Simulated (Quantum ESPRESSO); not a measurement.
**CoPS3: which magnetic order is lowest**

Does CoPS3 prefer parallel or opposed moments?

Method: LDA with U = 3.5 eV on Co d (ortho-atomic projectors); plane waves with GBRV 1.5 LDA potentials, no spin-orbit coupling, in Quantum ESPRESSO 7.5.

The experiments to compare with:

“The magnetic properties and structure of the quasi-two-dimensional antiferromagnet CoPS3” (2017, arxiv:1706.07989) reports for CoPS3, monoclinic layered, by single-crystal neutron diffraction (D10) (single crystal, mostly single-domain, 4 K): moment (total ordered moment per Co, refined from D10 data) 3.36 ± 0.09 μB [refined total moment including orbital part; model-dependent, the other refinement of the …].

Most raw output is cut from this account.

**1. Starting point**

It takes space group C2/m (No. 12, monoclinic). The conventional cell has a = 5.770 Å, b = 9.993 Å, c = 6.860 Å, α = 90.00°, β = 106.34°, γ = 90.00°. Co has 6 S at 2.35 to 2.36 Å nearest. P has 3 S at 2.07 to 2.08 Å and 1 P at 2.16 Å nearest. S has 1 P at 2.07 Å and 2 Co at 2.35 Å nearest. Nearest to S lie 1 P at 2.08 Å and 2 Co at 2.36 Å. Farther neighbours and most contacts between anions are not listed.

The cell comes from Materials Project 2023-11-01, a database of computed structures, and need not be the stable phase.

**2. Run 1, typed as ferro ++**

The signs are those of the starting moments on the seeded atoms, the atoms that are given a moment.

File pw.in:

```
&CONTROL
  calculation = 'scf'
  prefix = 'pwscf'
  outdir = './tmp'
  pseudo_dir = './pseudo'
  disk_io = 'nowf'
/
&SYSTEM
  ibrav = 0
  celldm(1) = 8
  nat = 10
  ntyp = 3
  ecutwfc = 40
  ecutrho = 280
  nbnd = 56
  occupations = 'smearing'
  smearing = 'fd'
  degauss = 0.00367493
  nspin = 2
  starting_magnetization(1) = 0.1765
  starting_magnetization(2) = 0
  starting_magnetization(3) = 0
/
&ELECTRONS
  conv_thr = 2d-08
  electron_maxstep = 150
  mixing_beta = 0.3
/
ATOMIC_SPECIES
Co     58.9332 co_lda_v1.2.uspp.F.UPF
P      30.9738 p_lda_v1.5.uspp.F.UPF
S      32.0600 s_lda_v1.4.uspp.F.UPF
CELL_PARAMETERS alat
   0.6815325614355   -1.1802364824711    0.0000000000000
   0.6815325614355    1.1802364824711    0.0000000000000
  -0.4557709969944    0.0000000000000    1.5549306698146
ATOMIC_POSITIONS crystal
Co      0.3332840000    0.6667160000    0.5000000000
Co      0.6667160000    0.3332840000    0.5000000000
P       0.0556550000    0.0556550000    0.6643210000
P       0.9443450000    0.9443450000    0.3356790000
S       0.0727000000    0.4273870000    0.7173930000
S       0.5726130000    0.9273000000    0.2826070000
S       0.2811000000    0.2811000000    0.2818470000
S       0.7189000000    0.7189000000    0.7181530000
S       0.4273870000    0.0727000000    0.7173930000
S       0.9273000000    0.5726130000    0.2826070000
K_POINTS automatic
4 4 4 0 0 0
HUBBARD {ortho-atomic}
U Co-3d 3.5000
```

The run is started by

```bash
OMP_NUM_THREADS=1 mpirun -n 4 pw.x -nk 4 -in pw.in > pw.out
```

The job ended after 97 s (4 MPI ranks of Intel Xeon 6975P-C (Granite Rapids), shared host; peak memory 1.1 GiB; 6.5 min of CPU time).

Spin moment in the atom's sphere by atom:

```tsv
atom	spin moment in the atom's sphere (μB)
Co1	2.31
Co2	2.31
P3	0.03
P4	0.03
S5	0.10
S6	0.10
S7	0.10
S8	0.10
S9	0.10
S10	0.10
```

This step gave:

```
smearing term TS       : 2.01e-4 eV
magnetization          : 6 μB
absolute magnetization : 6.067 μB
final state            : ferromagnetic
```

Spin density in the ac plane of the conventional cell at fractional y = 0.000, with atoms of P and S within 0.2 Å of it.

Ten even steps from '0' (-0.004 e/Å³) to '9' (0.054 e/Å³), each cell a mean:
```
1111100000001111
1111111000011211
2222111100123322
3443211111125532
3543211112344321
1122211114565310
1112110014799410
1111000002575311
2110000000122111
2111100000000111
2112431000000112
1126995100011111
0027766210112211
1123654211122332
2234322111122454
2245311111112333
1222210001111121
1111100000111111
1111000000000111
```
Columns run along a (5.8 Å), rows up along c (6.9 Å), edges of the conventional cell, whose origin can differ from the input's. Atoms in or near the plane, at fractional coordinates: P at (0.06, 0.66), P at (0.94, 0.34), S at (0.28, 0.28), S at (0.72, 0.72).

Valence density in the ac plane of the conventional cell at fractional y = 0.000, with atoms of P and S within 0.2 Å of it. It is the smooth field of the valence electrons, not physical close to the nuclei.

Ten even steps from '_' (0.0 e/Å³) to '@' (1.3 e/Å³), each cell a mean:
```
________________________________
______________________......____
......______________::==++==::..
::::::::..________::++%%%%##==::
==--==--..______..==##**++%%**++
==++----..______::++**##**%%##**
++**----..______::++%%####****++
====--::________..==****==--==++
##++::..________..::::::....--++
**==::................____..--**
**==::::--==--::..______..::==**
--++==++####**--..______..----==
--**####****##--..____..::====@@
++**%%**##****--______..::==::--
--==**##**##++..______..::------
..::==####++::__________........
__..::--::..____________________
________________________________
________________________________
```
Columns run along a (5.8 Å), rows up along c (6.9 Å), edges of the conventional cell, whose origin can differ from the input's. Atoms in or near the plane, at fractional coordinates: P at (0.06, 0.66), P at (0.94, 0.34), S at (0.28, 0.28), S at (0.72, 0.72).

**3. Run 2, typed as antiferro +−**

Changes to pw.in since step 2:

```diff
@@ -11,6 +11,6 @@
   nat = 10
-  ntyp = 3
+  ntyp = 4
   ecutwfc = 40
   ecutrho = 280
-  nbnd = 56
+  nbnd = 53
   occupations = 'smearing'
@@ -20,4 +20,5 @@
   starting_magnetization(1) = 0.1765
-  starting_magnetization(2) = 0
+  starting_magnetization(2) = -0.1765
   starting_magnetization(3) = 0
+  starting_magnetization(4) = 0
 /
@@ -29,3 +30,4 @@
 ATOMIC_SPECIES
-Co     58.9332 co_lda_v1.2.uspp.F.UPF
+Co1    58.9332 co_lda_v1.2.uspp.F.UPF
+Co2    58.9332 co_lda_v1.2.uspp.F.UPF
 P      30.9738 p_lda_v1.5.uspp.F.UPF
@@ -37,4 +39,4 @@
 ATOMIC_POSITIONS crystal
-Co      0.3332840000    0.6667160000    0.5000000000
-Co      0.6667160000    0.3332840000    0.5000000000
+Co1     0.3332840000    0.6667160000    0.5000000000
+Co2     0.6667160000    0.3332840000    0.5000000000
 P       0.0556550000    0.0556550000    0.6643210000
@@ -50,2 +52,3 @@
 HUBBARD {ortho-atomic}
-U Co-3d 3.5000
+U Co1-3d 3.5000
+U Co2-3d 3.5000
```

Wall time 94 s (4 MPI ranks); peak memory 1.1 GiB.

Spin moment in the atom's sphere by atom:

```tsv
atom	spin moment in the atom's sphere (μB)
Co1	2.25
Co2	-2.25
P3	0.00
P4	0.00
S5	0.00
S6	0.00
S7	0.00
S8	0.00
S9	0.00
S10	0.00
```

This step gave:

| Item | Value |
| --- | --- |
| smearing term TS | 2.30e-5 eV |
| magnetization | 0 μB |
| absolute magnetization | 5.123 μB |
| final state | antiferromagnetic |

Spin density in the ac plane of the conventional cell at fractional y = 0.000, with atoms of P and S within 0.2 Å of it.

Values in units of 1e-6 e/Å³, 19 rows by 16 columns, each cell a mean:
```
 0.1  0.1  0.0  0.0  0.0  0.0  0.0 -0.1  0.0  0.0  0.0  0.0  0.0  0.0  0.0  0.0
 0.1  0.1  0.0  0.0  0.0 -0.1 -0.1 -0.1 -0.1 -0.1 -0.1 -0.1  0.0  0.0  0.0  0.0
 0.1  0.1  0.1 -0.1 -0.1 -0.1 -0.1  0.0 -0.1 -0.1 -0.1 -0.1  0.0  0.0  0.0  0.0
 0.1  0.2  0.1 -0.1 -0.1  0.0 -0.1 -0.1 -0.1 -0.1 -0.1  0.0  0.3  0.2  0.0 -0.1
 0.0  0.2  0.1  0.0  0.0  0.0  0.0  0.0 -0.1 -0.2  0.1  0.0  0.0  0.0 -0.3 -0.3
-0.1  0.0  0.1  0.1  0.1  0.0  0.0  0.0 -0.2 -0.4 -0.5 -0.1 -0.1  0.5 -0.5 -0.5
 0.1  0.1  0.2  0.1  0.1  0.0  0.0  0.0 -0.2 -0.7 -1.2 -0.3  0.3  0.2 -0.2 -0.2
-0.2 -0.3  0.0  0.0  0.0  0.0  0.1  0.0 -0.1 -0.5 -0.7 -0.4  0.1  0.1  0.0 -0.1
-0.3 -0.3 -0.1  0.0  0.0  0.0  0.1  0.1  0.1  0.0 -0.3 -0.1  0.0  0.0  0.0 -0.2
-0.3 -0.2  0.0  0.0 -0.1 -0.1  0.1  0.2  0.3  0.2  0.0 -0.1 -0.1 -0.1 -0.1 -0.2
-0.2  0.0  0.0  0.1 -0.1 -0.5 -0.2 -0.1  0.1  0.0  0.0  0.0  0.0  0.0 -0.2 -0.3
-0.1 -0.1  0.1  0.2  0.0 -0.8 -0.7 -0.5 -0.1  0.1  0.0  0.1  0.1  0.1  0.0 -0.1
-0.1 -0.4 -0.1  0.4  0.0 -0.6 -1.0 -0.3 -0.1  0.0  0.0  0.1  0.1  0.2  0.1  0.2
-0.3 -0.6 -0.2  0.0 -0.1  0.0 -0.3 -0.1  0.0  0.0  0.0  0.0  0.0  0.0  0.0  0.0
-0.1 -0.2  0.0  0.2  0.1  0.0 -0.1 -0.1 -0.1  0.0  0.0 -0.1 -0.1  0.0  0.2  0.1
 0.0  0.0  0.0  0.2  0.1 -0.1 -0.1 -0.1 -0.1 -0.1  0.0 -0.1 -0.1  0.0  0.1  0.1
 0.1  0.1 -0.1  0.0 -0.1 -0.1 -0.1  0.0 -0.1 -0.1 -0.1  0.0  0.0  0.0  0.1  0.1
 0.1  0.0  0.0  0.0  0.0 -0.1  0.0  0.0  0.0 -0.1  0.0  0.0  0.0  0.0  0.1  0.1
 0.1  0.0  0.0  0.0  0.0  0.0  0.0  0.0  0.0  0.0  0.0  0.0  0.0  0.0  0.0  0.1
```
Columns run along a (5.8 Å), rows up along c (6.9 Å), edges of the conventional cell, whose origin can differ from the input's. Atoms in or near the plane, at fractional coordinates: P at (0.06, 0.66), P at (0.94, 0.34), S at (0.28, 0.28), S at (0.72, 0.72).

Valence density in the ac plane of the conventional cell at fractional y = 0.000, with atoms of P and S within 0.2 Å of it. It is the smooth field of the valence electrons, not physical close to the nuclei.

Values in e/Å³, 19 rows by 16 columns, each cell a mean:
```
0.0 0.0 0.0 0.0 0.0 0.0 0.0 0.0 0.0 0.0 0.0 0.0 0.1 0.1 0.1 0.0
0.1 0.1 0.1 0.0 0.0 0.0 0.0 0.0 0.0 0.0 0.1 0.2 0.2 0.2 0.1 0.1
0.1 0.1 0.1 0.1 0.1 0.1 0.0 0.0 0.0 0.1 0.3 0.6 0.7 0.5 0.3 0.2
0.4 0.4 0.4 0.3 0.2 0.1 0.0 0.0 0.1 0.3 0.8 1.1 1.1 0.9 0.6 0.4
0.6 0.5 0.5 0.5 0.2 0.1 0.1 0.1 0.2 0.6 0.9 0.8 0.8 1.0 0.8 0.7
0.5 0.7 0.4 0.5 0.3 0.1 0.1 0.1 0.3 0.8 0.8 0.9 0.8 1.1 1.0 0.8
0.7 0.9 0.5 0.4 0.2 0.1 0.1 0.1 0.3 0.8 1.0 0.9 1.0 0.9 0.8 0.7
0.6 0.6 0.5 0.3 0.1 0.1 0.1 0.1 0.3 0.5 0.8 0.8 0.6 0.5 0.6 0.7
0.9 0.7 0.4 0.2 0.1 0.1 0.1 0.1 0.2 0.3 0.3 0.3 0.2 0.3 0.4 0.8
0.9 0.6 0.3 0.2 0.2 0.2 0.2 0.2 0.2 0.1 0.1 0.1 0.1 0.2 0.5 0.8
0.8 0.6 0.4 0.3 0.4 0.5 0.5 0.3 0.2 0.1 0.1 0.1 0.1 0.3 0.6 0.8
0.5 0.7 0.6 0.7 0.9 1.0 0.9 0.4 0.2 0.1 0.1 0.1 0.2 0.5 0.5 0.6
0.5 0.9 1.0 1.0 0.8 0.8 1.0 0.5 0.2 0.1 0.1 0.1 0.3 0.5 0.5 1.3
0.7 0.9 1.1 0.9 1.0 0.8 0.9 0.4 0.1 0.1 0.1 0.2 0.4 0.6 0.4 0.4
0.5 0.6 0.9 1.0 0.9 1.0 0.7 0.2 0.1 0.0 0.1 0.1 0.3 0.5 0.5 0.5
0.2 0.3 0.6 0.9 1.0 0.7 0.3 0.1 0.0 0.0 0.1 0.1 0.2 0.2 0.3 0.2
0.1 0.2 0.3 0.4 0.4 0.2 0.1 0.0 0.0 0.0 0.0 0.0 0.1 0.1 0.1 0.1
0.0 0.1 0.1 0.1 0.1 0.1 0.0 0.0 0.0 0.0 0.0 0.0 0.0 0.0 0.0 0.0
0.0 0.0 0.0 0.0 0.0 0.0 0.0 0.0 0.0 0.0 0.0 0.0 0.0 0.0 0.0 0.0
```
Columns run along a (5.8 Å), rows up along c (6.9 Å), edges of the conventional cell, whose origin can differ from the input's. Atoms in or near the plane, at fractional coordinates: P at (0.06, 0.66), P at (0.94, 0.34), S at (0.28, 0.28), S at (0.72, 0.72).

**4. The states side by side**

An order is kept where moments of 0.15 μB or more survive with the typed signs; meshes match where a doubled cell samples the same k points as the first cell.

Orders:

```tsv
start	final state	typed order kept	energy over the lowest (meV a seeded atom)	largest site moment (μB)	net moment (μB a cell of the first run)	mesh matched	CPU time (s)
ferro ++	ferromagnetic	yes	74.38	2.312	6	yes	387.9
antiferro +-	antiferromagnetic	yes	0	2.25	0	yes	373.7
```

**5. The lowest state again, with its states saved**

Changes to pw.in since step 3:

```diff
@@ -5,3 +5,3 @@
   pseudo_dir = './pseudo'
-  disk_io = 'nowf'
+  disk_io = 'low'
 /
@@ -14,3 +14,3 @@
   ecutrho = 280
-  nbnd = 53
+  nbnd = 57
   occupations = 'smearing'
```

Elapsed: 1.7 min, on 4 MPI ranks; peak memory 1.1 GiB; 6.7 min of CPU time.

Numbers from this step:

```
smearing term TS       : 2.30e-5 eV
magnetization          : 0 μB
absolute magnetization : 5.123 μB
final state            : antiferromagnetic
largest moment         : 2.250 μB
```

**6. Another way to count moments**

projwfc.x projects the saved states on orthogonalised atomic orbitals of the pseudopotential files.

Elapsed: 3.2 s, on 4 MPI ranks; peak memory 0.53 GiB.

```tsv
atom	moment in the sphere (μB)	Löwdin moment (μB)	Löwdin charge (e)
Co1	2.250	2.290	17.563
Co2	-2.250	-2.290	17.563
P3	0.000	0.000	4.320
P4	0.000	0.000	4.320
S5	0.000	0.000	5.902
S6	0.000	0.000	5.902
S7	0.000	0.000	5.915
S8	0.000	0.000	5.915
S9	0.000	0.000	5.902
S10	0.000	0.000	5.902
```

**7. Occupations of the corrected shells in the lowest state**

Occupations of the Hubbard shells:

```tsv
block	type	shell	spin	electrons	occupation numbers
1	Co1	3d	up	4.902	0.975 0.975 0.980 0.980 0.992
1	Co1	3d	down	2.631	0.086 0.321 0.323 0.950 0.950
2	Co2	3d	up	2.631	0.086 0.321 0.323 0.950 0.950
2	Co2	3d	down	4.902	0.975 0.975 0.980 0.980 0.992
```

**8. Results**

```json
{"lowest state found": "antiferromagnetic (from antiferro +-)", "largest site moment": "2.25 μB", "next state with moments": "ferromagnetic, 74.4 meV a seeded atom higher"}
```

In words: The largest moment reads 2.25 μB in the sphere and 2.29 μB by Löwdin projection; a site moment hangs on how space is shared out. Only these 2 starts were compared; other wavevectors, canted and longer-period orders were not. A computed site moment is spin alone and hangs on the region that is counted: the program's spheres do not touch and miss the tail of the moment. Measured moments hold any orbital part as well, and belong to the order of the sample, which need not be the order of this run.

Calculation against experiment:

```
        quantity  measured   in the sphere  projected shell
moment (Co) (μB)      3.36  2.25 (-33.0 %)   2.27 (-32.4 %)
```

Measured values from arxiv:1706.07989 (2017).

**Verdict.** For the moment, of the levels listed nearest comes projected shell (-32.4 %) and farthest in the sphere (-33.0 %). No cell relaxation is part of this session.

[Logs and program files are shortened in this print: banners, set-up blocks, solver, clock and traceback lines can be left out without a mark of their own.]

[Logs are printed without paths, hosts, clocks, repeated set-up lines and the standing remarks that a program may print on its own settings, such as how far it seeks lower states.]

[Hosts, paths, dates, database ids (printed as entryN), source tags and the programs' standing remarks are cut or masked in the printed files.]

[Where a cell is said to come from a database of computed structures, the database is the Materials Project.]
